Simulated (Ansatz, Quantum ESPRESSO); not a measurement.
# CsCaH3 (Pm-3m): third-order response

Wanted: vibrational spectra of CsCaH3 (Pm-3m) from linear and non-linear response.

Main program and level: Quantum ESPRESSO 8.0 development, patched; DFT LDA, scalar-relativistic, plane waves, PseudoDojo norm-conserving pseudopotentials.

## Step 1: The starting structure

The structure is cubic, space group Pm-3m (No. 221). Conventional cell: a = 4.621 Å, b = 4.621 Å, c = 4.621 Å, α = 90.00°, β = 90.00°, γ = 90.00°. Nearest to Cs lie 12 H at 3.27 Å. Nearest to Ca lie 6 H at 2.31 Å. Nearest to H lie 2 Ca at 2.31 Å and 8 H at 3.27 Å and 4 Cs at 3.27 Å. Farther neighbours are not listed.

## Step 2: A first look

A cheap run with smearing and empty bands tells whether the crystal has a gap, which decides between fixed occupations and smearing later on.

The input, probe.in:

```
 &control
    calculation='scf',
    prefix='x',
    outdir='./tmp',
    pseudo_dir='./pseudo',
    tprnfor=.true.,
    tstress=.true.,
    verbosity='high',
 /
 &system
    ibrav=0,
    nat=5,
    ntyp=3,
    ecutwfc=74.0,
    occupations='smearing',
    smearing='gaussian',
    degauss=0.01,
 /
 &electrons
    conv_thr=1.0d-07,
    mixing_beta=0.7,
    electron_maxstep=100,
 /
ATOMIC_SPECIES
 Cs    132.9055  Cs.upf
 Ca     40.0780  Ca.upf
 H       1.0080  H.upf
CELL_PARAMETERS angstrom
     4.621186000    0.000000000    0.000000000
     0.000000000    4.621186000    0.000000000
     0.000000000    0.000000000    4.621186000
ATOMIC_POSITIONS crystal
 Cs     0.000000000   0.000000000   0.000000000
 Ca     0.500000000   0.500000000   0.500000000
 H      0.500000000   0.000000000   0.500000000
 H      0.000000000   0.500000000   0.500000000
 H      0.500000000   0.500000000   0.000000000
K_POINTS automatic
 4 4 4 0 0 0
```

On the command line:

```sh
$ OMP_NUM_THREADS=1 mpirun -n 2 pw.x -nk 2 -in probe.in > probe.out
```

The log of the run:

```text
[banners, grids, parts of the stress and lines that vanish by symmetry left out]
Program PWSCF v.8.0dev
     Message from routine setup:
     using ibrav=0 with symmetry is DISCOURAGED, use correct ibrav instead
[...]
kinetic-energy cutoff     =      74.0000  Ry
     charge density cutoff     =     296.0000  Ry
     scf convergence threshold =      1.0E-07
[...]
Exchange-correlation= SLA-PW-NOGX-NOGC
                           (   1   4   0   0   0   0   0)
[...]
48 Sym. Ops., with inversion, found
[...]
(     0          1          0      )
                  (     0          0          1      )
[...]
(  0.0000000  1.0000000  0.0000000 )
                  (  0.0000000  0.0000000  1.0000000 )
[...]
(     0         -1          0      )
                  (     0          0          1      )
[...]
c_bands:  1 eigenvalues not converged
[...]
c_bands:  1 eigenvalues not converged
     c_bands:  2 eigenvalues not converged
[...]
End of self-consistent calculation
[...]
the Fermi energy is     4.5862 ev
!    total energy              =    -127.83086900 Ry
[...]
convergence has been achieved in   6 iterations
[...]
atom    1 type  1   force =     0.00000000    0.00000000    0.00000000
     atom    2 type  2   force =     0.00000000    0.00000000    0.00000000
     atom    3 type  3   force =     0.00000000    0.00000000    0.00000000
     atom    4 type  3   force =     0.00000000    0.00000000    0.00000000
     atom    5 type  3   force =     0.00000000    0.00000000    0.00000000
[...]
Total force =     0.000000     Total SCF correction =     0.000000
[...]
total   stress  (Ry/bohr**3)                   (kbar)     P=      -23.80
[...]
XML data file, charge density, pseudopotentials, collected wavefunctions

   JOB DONE.
```

It took 8 s on 2 MPI ranks of Intel Xeon Platinum 8488C (Sapphire Rapids), shared host.

This step gave:

```
volume per atom   : 19.74 Å³
pressure          : -2.38 GPa
gap on the k-mesh : 2.810 eV
```

A gap of 2.8 eV opens on this mesh, so the crystal is taken as an insulator; the start stands at -2.4 GPa.

## Step 3: Relaxing the cell and atoms

The relaxation runs at a cutoff a fifth above that of the response, since stress converges more slowly with the basis than frequencies do. Forces and stress are brought to rest with tight thresholds.

relax.in, as its differences from probe.in of step 2:

```diff
@@ -1,3 +1,3 @@
  &control
-    calculation='scf',
+    calculation='vc-relax',
     prefix='x',
@@ -7,3 +7,5 @@
     tstress=.true.,
-    verbosity='high',
+    forc_conv_thr=2.0d-05,
+    etot_conv_thr=1.0d-07,
+    nstep=40,
  /
@@ -13,11 +15,15 @@
     ntyp=3,
-    ecutwfc=74.0,
-    occupations='smearing',
-    smearing='gaussian',
-    degauss=0.01,
+    ecutwfc=89,
+    occupations='fixed',
+    nbnd=13,
  /
  &electrons
-    conv_thr=1.0d-07,
+    conv_thr=1.0d-11,
     mixing_beta=0.7,
     electron_maxstep=100,
+ /
+ &ions
+ /
+ &cell
+    press_conv_thr=0.2,
  /
```

On the command line:

```sh
$ OMP_NUM_THREADS=1 mpirun -n 2 pw.x -nk 2 -in relax.in > relax.out
```

The log of the run:

```text
[banners, grids, parts of the stress and lines that vanish by symmetry left out]
[banner, memory and clock lines left out]
Program PWSCF v.8.0dev

[...]
kinetic-energy cutoff     =      89.0000  Ry
     charge density cutoff     =     356.0000  Ry
     scf convergence threshold =      1.0E-11
[...]
energy convergence thresh.=      1.0E-07
     force convergence thresh. =      2.0E-05
     press convergence thresh. =      2.0E-01
     Exchange-correlation= SLA-PW-NOGX-NOGC
                           (   1   4   0   0   0   0   0)
[...]
48 Sym. Ops., with inversion, found
[...]
number of k points=    10
[...]
c_bands:  1 eigenvalues not converged
[...]
c_bands:  2 eigenvalues not converged
     c_bands:  1 eigenvalues not converged
     c_bands:  1 eigenvalues not converged
     c_bands: 1 eigenvalues not converged on the other pools
[...]
End of self-consistent calculation
[...]
highest occupied, lowest unoccupied level (ev):     2.8340    5.6443
!    total energy              =    -127.83090378 Ry
[...]
convergence has been achieved in   9 iterations
[...]
atom    1 type  1   force =     0.00000000    0.00000000    0.00000000
     atom    2 type  2   force =     0.00000000    0.00000000    0.00000000
     atom    3 type  3   force =     0.00000000    0.00000000    0.00000000
     atom    4 type  3   force =     0.00000000    0.00000000    0.00000000
     atom    5 type  3   force =     0.00000000    0.00000000    0.00000000
     Total force =     0.000000     Total SCF correction =     0.000000
[...]
total   stress  (Ry/bohr**3)                   (kbar)     P=      -23.84
[...]
number of bfgs steps    =   0
[...]
CELL_PARAMETERS (angstrom)
[...]
ATOMIC_POSITIONS (crystal)
Cs               0.0000000000        0.0000000000        0.0000000000
Ca               0.5000000000        0.5000000000        0.5000000000
H                0.5000000000        0.0000000000        0.5000000000
H                0.0000000000        0.5000000000        0.5000000000
[...]
New effective cutoffs (rho, wfc):  358.02   89.70
[...]
End of self-consistent calculation
[...]
highest occupied, lowest unoccupied level (ev):     2.9372    5.7329
!    total energy              =    -127.83214585 Ry
[...]
convergence has been achieved in   7 iterations
[...]
atom    1 type  1   force =     0.00000000    0.00000000    0.00000000
     atom    2 type  2   force =     0.00000000    0.00000000    0.00000000
     atom    3 type  3   force =     0.00000000    0.00000000    0.00000000
     atom    4 type  3   force =     0.00000000    0.00000000    0.00000000
     atom    5 type  3   force =     0.00000000    0.00000000    0.00000000
     Total force =     0.000000     Total SCF correction =     0.000000
[...]
total   stress  (Ry/bohr**3)                   (kbar)     P=      -21.47
[...]
number of bfgs steps    =   1
[...]
WARNING: bfgs curvature condition failed, Theta= 0.896
[...]
CELL_PARAMETERS (angstrom)
[...]
ATOMIC_POSITIONS (crystal)
[...]
New effective cutoffs (rho, wfc):  362.43   90.80
[...]
End of self-consistent calculation
[...]
highest occupied, lowest unoccupied level (ev):     3.0960    5.8685
!    total energy              =    -127.83374009 Ry
[...]
convergence has been achieved in   9 iterations
[...]
number of bfgs steps    =   3
[...]
CELL_PARAMETERS (angstrom)
[...]
ATOMIC_POSITIONS (crystal)
[...]
New effective cutoffs (rho, wfc):  379.71   95.13
[...]
End of self-consistent calculation
[...]
highest occupied, lowest unoccupied level (ev):     3.7373    6.4064
!    total energy              =    -127.83655596 Ry
[...]
convergence has been achieved in   9 iterations
[...]
Total force =     0.000000     Total SCF correction =     0.000000
[...]
total   stress  (Ry/bohr**3)                   (kbar)     P=       -0.37
[...]
number of bfgs steps    =   4
[...]
CELL_PARAMETERS (angstrom)
[...]
ATOMIC_POSITIONS (crystal)
[...]
New effective cutoffs (rho, wfc):  380.06   95.22
[...]
End of self-consistent calculation
[...]
highest occupied, lowest unoccupied level (ev):     3.7505    6.4174
!    total energy              =    -127.83655693 Ry
[...]
convergence has been achieved in   6 iterations
[...]
Total force =     0.000000     Total SCF correction =     0.000000
[...]
total   stress  (Ry/bohr**3)                   (kbar)     P=        0.02
[...]
number of bfgs steps    =   5
[...]
CELL_PARAMETERS (angstrom)
[...]
ATOMIC_POSITIONS (crystal)
[...]
New effective cutoffs (rho, wfc):  380.04   95.22
[...]
End of self-consistent calculation
[...]
highest occupied, lowest unoccupied level (ev):     3.7498    6.4167
!    total energy              =    -127.83655693 Ry
[...]
convergence has been achieved in   4 iterations
[...]
atom    3 type  3   force =     0.00000000    0.00000000    0.00000000
     atom    4 type  3   force =     0.00000000    0.00000000    0.00000000
     atom    5 type  3   force =     0.00000000    0.00000000    0.00000000
     Total force =     0.000000     Total SCF correction =     0.000000
[...]
total   stress  (Ry/bohr**3)                   (kbar)     P=       -0.00
[...]
bfgs converged in   7 scf cycles and   6 bfgs steps
[...]
End of BFGS Geometry Optimization
     Final enthalpy           =    -127.8365569348 Ry
     File ./tmp/x.bfgs deleted, as requested
[...]
CELL_PARAMETERS (angstrom)
[...]
ATOMIC_POSITIONS (crystal)
[...]
H                0.0000000000        0.5000000000        0.5000000000
H                0.5000000000        0.5000000000        0.0000000000
[...]
Final scf calculation at the relaxed structure.
[...]
kinetic-energy cutoff     =      89.0000  Ry
     charge density cutoff     =     356.0000  Ry
     scf convergence threshold =      1.0E-13
[...]
press convergence thresh. =      2.0E-01
     Exchange-correlation= SLA-PW-NOGX-NOGC
                           (   1   4   0   0   0   0   0)
[...]
48 Sym. Ops., with inversion, found
[...]
number of k points=    10
[...]
c_bands:  1 eigenvalues not converged
[...]
c_bands:  1 eigenvalues not converged
[...]
End of self-consistent calculation
[...]
highest occupied, lowest unoccupied level (ev):     3.7498    6.4167
!    total energy              =    -127.83655250 Ry
[...]
convergence has been achieved in  11 iterations
[...]
atom    1 type  1   force =     0.00000000    0.00000000    0.00000000
     atom    2 type  2   force =     0.00000000    0.00000000    0.00000000
     atom    3 type  3   force =     0.00000000    0.00000000    0.00000000
     atom    4 type  3   force =     0.00000000    0.00000000    0.00000000
     atom    5 type  3   force =     0.00000000    0.00000000    0.00000000
     Total force =     0.000000     Total SCF correction =     0.000000
[...]
total   stress  (Ry/bohr**3)                   (kbar)     P=        0.01
[...]
XML data file, charge density, pseudopotentials, collected wavefunctions
```

Run time: 73 s. Hardware: 2 MPI ranks.

The steps of the relaxation:

```
step  energy less that of the first step (eV)  largest force (eV/Å)  pressure (GPa)  volume (Å³)
   1                                   0.0000                0.0000           -2.38        98.69
   2                                  -0.0169                0.0000           -2.15        97.49
   3                                  -0.0386                0.0000           -1.77        95.72
   4                                  -0.0624                0.0000           -1.14        93.10
   5                                  -0.0769                0.0000           -0.04        89.26
   6                                  -0.0769                0.0000            0.00        89.14
   7                                  -0.0769                0.0000            0.00        89.14
   8                                  -0.0769                0.0000            0.00        89.14
```

```
conventional cell, symmetrised  before  after  change
                         a (Å)   4.621  4.467  -3.3 %
                         b (Å)   4.621  4.467  -3.3 %
                         c (Å)   4.621  4.467  -3.3 %
              volume (Å³/atom)   19.74  17.83  -9.7 %
```

The last row of the table of steps is pw.x's closing run on a basis chosen anew for the final cell, so its energy can jump.

Numbers from this step:

* volume per atom: 17.83 Å³
* pressure: 0.001 GPa
* gap on the k-mesh: 2.667 eV

The volume changes by -9.7 % from the cell with which this run began.

## Step 4: Ground state

The response is built on this ground state, so it is converged far tighter than an energy would need. With a gap, occupations are fixed, which also allows the response to an electric field.

The input, scf.in:

```
 &control
    calculation='scf',
    prefix='x',
    outdir='./tmp',
    pseudo_dir='./pseudo',
    tprnfor=.true.,
    tstress=.true.,
 /
 &system
    ibrav=0,
    nat=5,
    ntyp=3,
    ecutwfc=74.0,
    occupations='fixed',
    nbnd=13,
 /
 &electrons
    conv_thr=1.0d-12,
    mixing_beta=0.7,
    electron_maxstep=100,
 /
ATOMIC_SPECIES
 Cs    132.9055  Cs.upf
 Ca     40.0780  Ca.upf
 H       1.0080  H.upf
CELL_PARAMETERS angstrom
     4.467145132    0.000000000    0.000000000
     0.000000000    4.467145132    0.000000000
     0.000000000    0.000000000    4.467145132
ATOMIC_POSITIONS crystal
 Cs     0.000000000   0.000000000   0.000000000
 Ca     0.500000000   0.500000000   0.500000000
 H      0.500000000   0.000000000   0.500000000
 H      0.000000000   0.500000000   0.500000000
 H      0.500000000   0.500000000   0.000000000
K_POINTS automatic
 4 4 4 0 0 0
```

On the command line:

```sh
$ OMP_NUM_THREADS=1 mpirun -n 2 pw.x -nk 2 -in scf.in > scf.out
```

The log of the run:

```text
[banners, grids, parts of the stress and lines that vanish by symmetry left out]
[banner, memory and clock lines left out]
Program PWSCF v.8.0dev

[...]
kinetic-energy cutoff     =      74.0000  Ry
     charge density cutoff     =     296.0000  Ry
     scf convergence threshold =      1.0E-12
[...]
Exchange-correlation= SLA-PW-NOGX-NOGC
                           (   1   4   0   0   0   0   0)
[...]
48 Sym. Ops., with inversion, found
[...]
number of k points=    10
[...]
c_bands:  1 eigenvalues not converged
[...]
c_bands:  2 eigenvalues not converged
     c_bands:  1 eigenvalues not converged
     c_bands:  1 eigenvalues not converged
     c_bands:  1 eigenvalues not converged
[...]
c_bands:  1 eigenvalues not converged
[...]
End of self-consistent calculation
[...]
highest occupied, lowest unoccupied level (ev):     3.7498    6.4167
!    total energy              =    -127.83651746 Ry
[...]
convergence has been achieved in  11 iterations
[...]
atom    1 type  1   force =     0.00000000    0.00000000    0.00000000
     atom    2 type  2   force =     0.00000000    0.00000000    0.00000000
     atom    3 type  3   force =     0.00000000    0.00000000    0.00000000
     atom    4 type  3   force =     0.00000000    0.00000000    0.00000000
     atom    5 type  3   force =     0.00000000    0.00000000    0.00000000
     Total force =     0.000000     Total SCF correction =     0.000000
[...]
total   stress  (Ry/bohr**3)                   (kbar)     P=       -0.08
[...]
XML data file, charge density, pseudopotentials, collected wavefunctions
```

Elapsed: 12 s, on 2 MPI ranks; 23 s of CPU time.

Read from the output:

```
pressure : -0.008 GPa
```

The cell stands at -0.008 GPa, close enough for phonons.

(Continued in part 2 of 3.)

[Host names and launcher messages were left out of these logs when they were recorded.]

[Logs are printed without paths, hosts, clocks, repeated set-up lines and the standing remarks that a program may print on its own settings, such as how far it seeks lower states.]

[Hosts, paths, dates, database ids (printed as entryN), source tags and the programs' standing remarks are cut or masked in the printed files.]
